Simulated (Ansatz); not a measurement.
# Decaying states in the gap of K3BrF2

Wanted: the relaxed cell of K3BrF2, its band edges and its decay constants. It is built by putting F for Cl in the K3BrCl2 structure of space group P-3m1, with the volume rescaled by atomic radii. The parent structure comes from the Materials Project.

Program: Ansatz 0.2.0. Level of theory: LDA DFT, plane waves, PAW files, in the first sound run; inputs show where later runs differ. Results are calculated unless marked as measured.

Report form: the programs' logs are mostly left out.

The structure was built from a prototype and need not be the compound's stable phase.

**1. The starting structure**

Symmetry: P-3m1, No. 164, trigonal system. Conventional cell: a = 4.336 Å, b = 4.336 Å, c = 10.636 Å, α = 90.00°, β = 90.00°, γ = 120.00°. K has 6 F at 3.04 Å nearest. Nearest to K lie 3 F at 3.03 Å and 3 Br at 3.13 Å. Nearest to Br lie 6 K at 3.13 Å. F has 6 K at 3.03 to 3.04 Å nearest. It derives from K3BrCl2. F for Cl in the K3BrCl2 structure of space group P-3m1. Farther neighbours and most contacts between anions are not listed.

**2. Relaxing the new crystal**

The substituted atoms don't fit the parent's cell, so cell and atoms relax together. A small smearing keeps the run stable in case the gap closes on the way.

Contents of input.yaml:

```yaml
crystal:
  lattice:
    - [4.3359040815, 0.0, 0.0]
    - [-2.1679520407, 3.7550030829, 0.0]
    - [0.0, 0.0, 10.6357890471]
  atoms:
    - { symbol: K, position: [0.0, 0.0, 0.5] }
    - { symbol: K, position: [0.3333333333, 0.6666666667, 0.17698219] }
    - { symbol: K, position: [0.6666666667, 0.3333333333, 0.82301781] }
    - { symbol: Br, position: [0.0, 0.0, 0.0] }
    - { symbol: F, position: [0.3333333333, 0.6666666667, 0.66169314] }
    - { symbol: F, position: [0.6666666667, 0.3333333333, 0.33830686] }
kpoints:
  mp_grid: { grid: [6, 6, 2] }
scf:
  occupations: { method: gaussian, width: 0.03 }
hamiltonian:
  xc: lda
output:
  forces: true
  stress: true
relax:
  f_tol: 0.02
  max_steps: 60
  cell: {}
```

On the command line:

```
$ ansatz run input.yaml --threads 2 --pin off --max-ram 4096MiB --backend cpu --events-out ev --progress --plain --runs-dir out
```

It took 16 s on 2 threads of Intel Xeon Platinum 8259CL at 2.50GHz (Skylake/Cascade Lake), shared host; peak memory 0.47 GiB; 28 s of CPU time.

The steps of the relaxation:

```csv
step,energy less that of the first step (eV),largest force component (eV/Å),pressure (GPa),volume (Å³)
1,0.0000,0.6881,-3.71,173.16
2,-0.5929,0.3120,-3.33,156.55
3,-1.0454,0.1215,-1.31,136.13
4,-1.0884,0.0673,0.98,125.47
5,-1.0965,0.0198,-0.03,129.46
6*,-1.0796,0.0200,-0.30,129.46
7,-1.0832,0.0033,0.01,128.21
8*,-1.0815,0.0035,-0.01,128.21
```

Relaxation steps marked * repeat the geometry before them on a plane-wave basis chosen anew for their cell, so energy and pressure can jump there.

Forces are held to the 12 operations that the run works with; a distortion that breaks them can't arise in this run.

```csv
"conventional cell, symmetrised",before,after,change
a (Å),4.336,3.904,-10.0 %
b (Å),4.336,3.904,-10.0 %
c (Å),10.636,9.715,-8.7 %
volume (Å³/atom),28.86,21.37,-26.0 %
```

The atoms that moved most (Å, as changes of fractional coordinates times the final cell):

```csv
atom,dx,dy,dz,length
K2,0.000,0.000,0.386,0.386
K3,0.000,0.000,-0.386,0.386
F6,0.000,0.000,0.199,0.199
F5,0.000,0.000,-0.199,0.199
```

The relaxed structure:

```cif
data_structure
_symmetry_space_group_name_H-M 'P 1'
_symmetry_Int_Tables_number 1
_cell_length_a 3.9036
_cell_length_b 3.9036
_cell_length_c 9.7150
_cell_angle_alpha 90.000
_cell_angle_beta 90.000
_cell_angle_gamma 120.000
_cell_volume 128.21
loop_
_atom_site_label
_atom_site_type_symbol
_atom_site_fract_x
_atom_site_fract_y
_atom_site_fract_z
_atom_site_occupancy
K1 K 0.00000 0.00000 0.50000 1
K2 K 0.33333 0.66667 0.21672 1
K3 K 0.66667 0.33333 0.78328 1
Br4 Br 0.00000 0.00000 0.00000 1
F5 F 0.33333 0.66667 0.64117 1
F6 F 0.66667 0.33333 0.35883 1
```

This step gave:

- free energy: -8778.8580 eV
- Fermi energy: 5.494 eV
- pressure: -0.01030 GPa

The largest force component on a free atom ends at 0.0035 eV/Å.

**3. Band edges**

The energy window and the wavevectors of the next steps follow from the band edges, so these are searched first, off the mesh as well.

Contents of input.yaml:

```yaml
crystal:
  lattice:
    - [3.9035970338, 0.0, 0.0]
    - [-1.9517985169, 3.3806141974, 0.0]
    - [0.0, 0.0, 9.715044569]
  atoms:
    - { symbol: K, position: [0.0, 0.0, 0.5] }
    - { symbol: K, position: [0.3333333333, 0.6666666667, 0.2167222663] }
    - { symbol: K, position: [0.6666666667, 0.3333333333, 0.7832777337] }
    - { symbol: Br, position: [0.0, 0.0, 0.0] }
    - { symbol: F, position: [0.3333333333, 0.6666666667, 0.6411650379] }
    - { symbol: F, position: [0.6666666667, 0.3333333333, 0.3588349621] }
kpoints:
  mp_grid: { grid: [6, 6, 2] }
  band_path: { path: [VBM, CBM], npoints: 30 }
scf:
  occupations: { method: fixed }
hamiltonian:
  xc: lda
output:
  eigenvalues: true
  write_potential: true
  write_density: true
  volumetric_format: npy
  elf: true
```

It took 10 s on 2 threads; peak memory 0.42 GiB.

Numbers from this step:

```yaml
fermi_energy: 3.669 eV
gap_on_the_k_mesh: 3.649 eV
gap_on_path: 3.649 eV, by band count; negative where bands overlap
direct_gap_on_path: 3.649 eV
edge_places_on_path: 0, 0 1/A along the path
```

Levels at VBM (eV): -3.18, -2.95, -2.95, -2.81, -2.66, -2.66, -1.49, 0.00, 0.00, 3.65, 6.03, 6.21, 6.49, 7.62, 7.62.

Electrostatic potential energy in the ac plane at fractional y = 0.000, with atoms of K and Br within 0.2 Å of it. With pseudopotentials it is smooth inside the atoms' cores, unlike the true potential.

Ten even steps from '0' (-50 eV) to '9' (9 eV), each cell a mean:
```
00279999999600
24799999999863
89999999999999
99999999999999
99999998999999
99999999999999
99999999999999
99999999999999
99999999999999
77899999999987
23589999999753
01378999998620
11479999998631
45789999999865
88999999999998
99999999999999
99999999999999
99999999999999
99999998999999
99999999999999
99999999999999
67899999999987
00489999999730
00069999998500
```
Columns run along a (3.9 Å; values clipped at the 3rd and 97th percentile), rows up along c (9.7 Å). Atoms in or near the plane, at fractional coordinates: K at (0.00, 0.50), Br at (0.00, 0.00).

Valence density in the ac plane at fractional y = 0.000, with atoms of K and Br within 0.2 Å of it. It is the smooth field of the valence electrons, not physical close to the nuclei.

Ten steps, logarithmic in the rise over the least value, from '_' (0.0 e/Å³) to '@' (4.2 e/Å³), each cell a mean:
```
++**##**==::....::--++**##**
##****++--::......::==++**##
++++==--::........::::--==++
::::::....::::::::....::::::
..........::------::........
________..::------::..______
________..::::--::::..______
________..::::--::::..______
::::......::::--::::......::
**++==--::::::::::..::--++**
@@%%##++--..........--++##%%
@@@@%%**--..____..::==##@@@@
@@@@%%**--........::==**%%@@
%%##**==::..........::==**##
====--::..::::::::::..::--==
....__....::::--::::....__..
________..::::::::::..______
________..::------::..______
______....::------::..______
..........::----::::........
==----::::..........::::----
****++==--::......::--==++**
**##**++==::......--==**####
--**##**==--....::--++**##++
```
Columns run along a (3.9 Å), rows up along c (9.7 Å). Atoms in or near the plane, at fractional coordinates: K at (0.00, 0.50), Br at (0.00, 0.00).

ELF in the ac plane at fractional y = 0.000, with atoms of K and Br within 0.2 Å of it. It is the smooth field of the valence electrons, not physical close to the nuclei.

Ten even steps from '0' (0.00) to '9' (0.87), each cell a mean:
```
13899510279972
89997300148999
99862000013789
76310012100146
21000244310001
00000123210000
00000000000000
00000011100000
22000233210012
88510123200268
99961000003799
78984000015998
89983000004999
99840012101589
65200133210135
00000122210000
00000000000000
00000011100000
00000234310000
43100133210023
88631000001478
99985100026899
47998410169996
01799610279950
```
Columns run along a (3.9 Å), rows up along c (9.7 Å). Atoms in or near the plane, at fractional coordinates: K at (0.00, 0.50), Br at (0.00, 0.00).

The searched edges give 3.65 eV, as on the mesh.

**4. Complex bands**

This step: LDA DFT, plane waves, PAW files; complex bands by layer matching along the plane's normal (Ansatz 0.2.0).

The same crystal is laid in a cell whose first two vectors span the (001) plane (indices of the standard conventional cell, whose axes can be ordered otherwise than in the bulk input). At fixed energy and wavevector in the plane the solver finds all kz, real and complex. A few wavevectors are listed, (0, 0) and (0.5, 0) in units of the plane's reciprocal vectors; the slowest state needn't be among them.

Contents of input.yaml:

```yaml
crystal:
  lattice:
    - [3.903597034, 0.0, 0.0]
    - [1.951798517, 3.380614197, 0.0]
    - [0.0, 0.0, 9.715044569]
  atoms:
    - { symbol: K, position: [0.0, 0.0, 0.5] }
    - { symbol: K, position: [0.6666666667, 0.6666666667, 0.2167222663] }
    - { symbol: K, position: [0.3333333333, 0.3333333333, 0.7832777337] }
    - { symbol: Br, position: [0.0, 0.0, 0.0] }
    - { symbol: F, position: [0.6666666667, 0.6666666667, 0.6411650379] }
    - { symbol: F, position: [0.3333333333, 0.3333333333, 0.3588349621] }
kpoints:
  mp_grid: { grid: [8, 8, 4] }
scf:
  occupations: { method: fixed }
hamiltonian:
  xc: lda
output:
  eigenvalues: true
  transmission:
    leads: [[0, 0]]
    kpoints: [[0.0, 0.0], [0.5, 0.0]]
    e_range: [-1.0, 4.65]
    de: 0.11
```

Wall time 20 s (2 threads); peak memory 0.48 GiB; 25 s of CPU time.

Numbers from this step:

```yaml
free_energy: -8778.8581 eV
level_to_which_the_leads_are_filled: 1.825 eV from the Fermi level
decay_constant_at_the_filling_level_zone_centre: 0.3793 Å⁻¹
decay_constant_at_the_filling_level_slowest_listed_point: 0.3793 Å⁻¹
```

K parallel (0, 0); values up to 1.5 1/Å, a degenerate pair printed once or twice; energies at which all values exceed this have no row. The Im kz of the slowest decaying states by energy, zero at the highest filled level on the SCF mesh:

```csv
energy (eV),decay 1 (Å⁻¹),decay 2 (Å⁻¹),decay 3 (Å⁻¹),decay 4 (Å⁻¹)
-1.00,0.330,0.789,1.11,1.30
-0.78,0.366,0.777,1.10,1.29
-0.56,0.390,0.754,1.09,1.27
-0.34,0.407,0.711,1.08,1.26
-0.12,0.418,0.611,1.07,1.25
-0.01,0.351,0.422,1.07,1.24
0.10,0.425,0.599,1.06,1.23
0.32,0.429,0.723,1.05,1.22
0.54,0.429,0.780,1.04,1.20
0.76,0.427,0.817,1.03,1.18
0.98,0.422,0.844,1.02,1.17
1.20,0.415,0.865,1.01,1.15
1.42,0.406,0.882,0.995,1.14
1.64,0.394,0.896,0.982,1.12
1.97,0.371,0.911,0.962,1.09
2.19,0.353,0.919,0.948,1.07
2.41,0.331,0.926,0.934,1.05
2.63,0.305,0.919,0.930,1.03
2.85,0.275,0.903,0.934,1.01
3.07,0.238,0.887,0.936,0.993
3.29,0.191,0.870,0.938,0.971
3.51,0.120,0.853,0.938,0.949
3.73,0.834,0.926,0.938,-
3.95,0.815,0.902,0.936,-
4.17,0.794,0.878,0.934,-
4.39,0.772,0.852,0.931,-
4.61,0.749,0.825,0.927,-
```

K parallel (0.5, 0); values up to 1.5 1/Å, a degenerate pair printed once or twice; energies at which all values exceed this have no row. Table of Im kz of the slowest decaying states by energy, zero at the highest filled level on the SCF mesh:

```csv
energy (eV),decay 1 (Å⁻¹),decay 2 (Å⁻¹),decay 3 (Å⁻¹),decay 4 (Å⁻¹)
-1.00,0.536,0.903,0.967,1.09
-0.67,0.638,0.837,0.974,0.993
-0.45,0.511,0.675,0.942,0.994
-0.12,0.710,0.910,0.911,0.988
-0.01,0.717,0.902,0.943,0.984
0.10,0.723,0.895,0.967,0.980
0.43,0.731,0.878,0.964,1.01
0.65,0.730,0.869,0.952,1.03
0.98,0.724,0.857,0.932,1.05
1.20,0.715,0.849,0.917,1.05
1.53,0.699,0.838,0.893,1.06
1.86,0.679,0.827,0.868,1.05
2.08,0.663,0.819,0.851,1.05
2.41,0.635,0.806,0.823,1.04
2.63,0.615,0.797,0.804,1.03
2.96,0.581,0.774,0.782,1.02
3.18,0.556,0.753,0.771,1.01
3.51,0.514,0.719,0.753,0.995
3.73,0.483,0.695,0.740,0.983
4.06,0.428,0.657,0.719,0.963
4.28,0.386,0.629,0.703,0.948
4.61,0.306,0.585,0.678,0.925
```

At +1.86 eV, the grid energy nearest the filling level (the middle of the gap on the SCF mesh), the slowest state at the listed wavevectors decays with κ = 0.379 Å⁻¹, its amplitude falling by e over 2.6 Å. Through 1 nm of this crystal that state's transmission falls by exp(−2 × 0.379 Å⁻¹ × 10 Å) = 5.1e-4.

**5. Decay over the two-dimensional zone**

The listed points could miss the slowest state, so one energy near mid-gap is solved on a mesh of 12×12.

input.yaml: that of step 4 with these lines changed.

```diff
@@ -20,6 +20,2 @@
   eigenvalues: true
-  transmission:
-    leads: [[0, 0]]
-    kpoints: [[0.0, 0.0], [0.5, 0.0]]
-    e_range: [-1.0, 4.65]
-    de: 0.11
+  transmission: { leads: [[0, 0]], kmesh: [12, 12], e_range: [1.82, 1.83], de: 0.05 }
```

Wall time 8.3 s (2 threads); peak memory 0.48 GiB.

Numbers from this step:

| Item | Value |
| --- | --- |
| least decay constant on the mesh | 0.3821 Å⁻¹ |

Slowest decay constant (1/Å; 0 where a channel is open) over k1 and k2. At 1.8200 eV from the Fermi level.

Ten even steps from '_' (0.382) to '@' (0.771):
```
%%%%%%%%%%%%%%@@%%%%@@%%
@@%%%%%%@@@@@@%%##%%@@@@
%%%%%%%%%%%%**++++**%%%%
@@%%@@%%##++--::--++##%%
%%%%@@%%++::____::++%%@@
##%%@@**--______--**@@%%
%%@@%%++::____::++%%@@%%
@@%%##++--::--++##%%@@%%
%%%%%%**++++**%%%%%%%%%%
@@@@@@%%##%%@@@@@@%%%%%%
%%%%@@%%%%@@%%%%%%%%%%%%
##%%@@%%@@%%##%%@@%%@@%%
```
Columns: k1 (b1) from -0.5 to 0.417; rows upwards: k2 (b2) from -0.5 to 0.417.

The least value on the mesh is 0.382 Å⁻¹ at +1.82 eV. At that energy the listed points give about 0.382 Å⁻¹ by interpolation, so the mesh holds no clearly slower state.

**6. Band edges at another level**

This step: PBE DFT, plane waves, PAW files (Ansatz 0.2.0).

The edges again with PBE, at the same atoms.

Contents of input.yaml:

```yaml
crystal:
  lattice:
    - [3.9035970338, 0.0, 0.0]
    - [-1.9517985169, 3.3806141974, 0.0]
    - [0.0, 0.0, 9.715044569]
  atoms:
    - { symbol: K, position: [0.0, 0.0, 0.5] }
    - { symbol: K, position: [0.3333333333, 0.6666666667, 0.2167222663] }
    - { symbol: K, position: [0.6666666667, 0.3333333333, 0.7832777337] }
    - { symbol: Br, position: [0.0, 0.0, 0.0] }
    - { symbol: F, position: [0.3333333333, 0.6666666667, 0.6411650379] }
    - { symbol: F, position: [0.6666666667, 0.3333333333, 0.3588349621] }
kpoints:
  mp_grid: { grid: [6, 6, 2] }
  band_path: { path: [VBM, CBM], npoints: 30 }
scf:
  occupations: { method: fixed }
hamiltonian:
  xc: pbe
output:
  eigenvalues: true
```

It took 10 s on 2 threads; peak memory 0.43 GiB.

This step gave:

| Property | Result |
| --- | --- |
| free energy | -9021.4850 eV |
| Fermi energy | 3.982 eV |
| gap on the k-mesh | 4.125 eV |
| gap on path | 4.125 eV, by band count; negative where bands overlap |
| direct gap on path | 4.125 eV |

Levels at VBM (eV): -3.01, -2.80, -2.80, -2.66, -2.53, -2.53, -1.45, 0.00, 0.00, 4.13, 6.38, 6.62, 6.85, 7.89, 7.89.

The searched edges give 4.13 eV, as on the mesh.

For the gap on the k-mesh, step 3 gave 3.65 eV; this run, with PBE, gives 4.13 eV.

**7. Complex bands at another level**

This step: PBE DFT, plane waves, PAW files; complex bands by layer matching along the plane's normal (Ansatz 0.2.0).

The complex bands at that level, over its own gap, at (0, 0) and (0.5, 0).

Contents of input.yaml:

```yaml
crystal:
  lattice:
    - [3.903597034, 0.0, 0.0]
    - [1.951798517, 3.380614197, 0.0]
    - [0.0, 0.0, 9.715044569]
  atoms:
    - { symbol: K, position: [0.0, 0.0, 0.5] }
    - { symbol: K, position: [0.6666666667, 0.6666666667, 0.2167222663] }
    - { symbol: K, position: [0.3333333333, 0.3333333333, 0.7832777337] }
    - { symbol: Br, position: [0.0, 0.0, 0.0] }
    - { symbol: F, position: [0.6666666667, 0.6666666667, 0.6411650379] }
    - { symbol: F, position: [0.3333333333, 0.3333333333, 0.3588349621] }
kpoints:
  mp_grid: { grid: [8, 8, 4] }
scf:
  occupations: { method: fixed }
hamiltonian:
  xc: pbe
output:
  eigenvalues: true
  transmission:
    leads: [[0, 0]]
    kpoints: [[0.0, 0.0], [0.5, 0.0]]
    e_range: [-1.0, 5.13]
    de: 0.12
```

Wall time 16 s (2 threads); peak memory 0.52 GiB; 22 s of CPU time.

Numbers from this step:

| Quantity | Value |
| --- | --- |
| free energy | -9021.4851 eV |
| level to which the leads are filled | 2.063 eV from the Fermi level |
| decay constant at the filling level, zone centre | 0.4073 Å⁻¹ |
| decay constant at the filling level, slowest listed point | 0.4073 Å⁻¹ |

(Part 1 of 2 ends here.)

[Logs are printed without paths, hosts, clocks, repeated set-up lines and the standing remarks that a program may print on its own settings, such as how far it seeks lower states.]

[Hosts, paths, dates, database ids (printed as entryN), source tags and the programs' standing remarks are cut or masked in the printed files.]
